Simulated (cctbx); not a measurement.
# Diagnosing a refinement

Cell a = 11.7780 Å, b = 11.7780 Å, c = 11.7780 Å, α = 90.00°, β = 90.00°, γ = 90.00°; space group Fm-3m (no. 225).

The data are simulated with cctbx, not measured: synchrotron X-rays, λ = 0.6889 Å, to d = 0.65 Å, 95 % of the full sphere, strongest reflection 70000 counts, noise from counting, a 4 % proportional error and a noise floor of 4 counts (s.d.); no absorption.

An anisotropic refinement with weights 1/σ² prints:

```text
Rint 0.034, 200 unique reflections to 0.65 A
cycle     R1     wR2    GooF  max shift (A)
   1  0.0266  0.1002   8.708   0.00115
   2  0.0197  0.0739   6.423   0.00000
final R1 0.0197 wR2 0.0739 GooF 6.423  parameters 11  data/parameter 18.2
atom        x        y        z      Ueq    occ   su(xyz)  su(Uiso or U11)
Tl1    0.25000  0.75000  0.75000   0.0028  1.000  0.00000  0.0002
Sm1    0.50000  0.00000  0.74140   0.0025  1.000  0.00005  0.0003
F1     0.33131  0.16869  0.00000   0.0068  1.000  0.00022  0.0009
N1     0.38788  0.88788  0.61212  -0.0052  1.000  0.00023  0.0007  NPD
difference map: max 3.91 min -2.36 rms 0.37
Q1    0.1207  0.1207  0.1207   32    4.02  0.17 A from N1
Q2    0.1961  0.2500  0.2500   48    0.50  0.64 A from Tl1
Q3    0.0000  0.2298  0.2702   48    0.48  1.02 A from F1
Q4    0.0000  0.0000  0.2003   24    0.48  0.48 A from Sm1
Q5    0.0000  0.0000  0.0475   24    0.39  2.02 A from N1
Q6    0.1309  0.1309  0.3691   32    0.37  1.67 A from F1
```

Q: Accept it or mend it, and why?

Mend it. The fault: wrong element: N1 is F. Against the right model at the same level, R1 goes from 0.0046 to 0.0197 and GooF from 0.98 to 6.42, U of N1 shrinks from 0.0046 to -0.0052 Å², the top difference peak, 4.0 e/Å³, lies on N1, a hole of -2.4 e/Å³ opens and N1 goes non-positive-definite. N1 has 2 electrons too few and its U shrinks to make up, as expected (near an absorption edge f′ can widen the mismatch well beyond the difference in Z).

The compound is Sm3TlF10. The right model at the same level gives:

```text
Rint 0.034, 200 unique reflections to 0.65 A
cycle     R1     wR2    GooF  max shift (A)
   1  0.0075  0.0224   1.949   0.00015
   2  0.0046  0.0113   0.981   0.00000
final R1 0.0046 wR2 0.0113 GooF 0.981  parameters 11  data/parameter 18.2
atom        x        y        z      Ueq    occ   su(xyz)  su(Uiso or U11)
Tl1    0.25000  0.75000  0.75000   0.0028  1.000  0.00000  0.0000
Sm1    0.50000  0.00000  0.74131   0.0025  1.000  0.00001  0.0000
F1     0.33138  0.16862  0.00000   0.0063  1.000  0.00003  0.0001
F2     0.38783  0.88783  0.61217   0.0046  1.000  0.00003  0.0001
difference map: max 0.38 min -0.24 rms 0.08
Q1    0.0000  0.0000  0.1823   24    0.39  0.69 A from Sm1
Q2    0.1269  0.1269  0.1269   32    0.37  0.30 A from F2
Q3    0.0000  0.2296  0.2704   48    0.37  1.02 A from F1
Q4    0.1207  0.1207  0.3793   32    0.34  1.63 A from F1
Q5    0.0000  0.0000  0.5000    4    0.28  2.81 A from F1
Q6    0.0000  0.0679  0.2420   96    0.28  0.80 A from Sm1
```

This is a model crystal, built by substitution and not relaxed, with assumed displacement parameters.

[Middle refinement cycles are left out of these outputs.]

[Logs are printed without paths, hosts, clocks, repeated set-up lines and the standing remarks that a program may print on its own settings, such as how far it seeks lower states.]
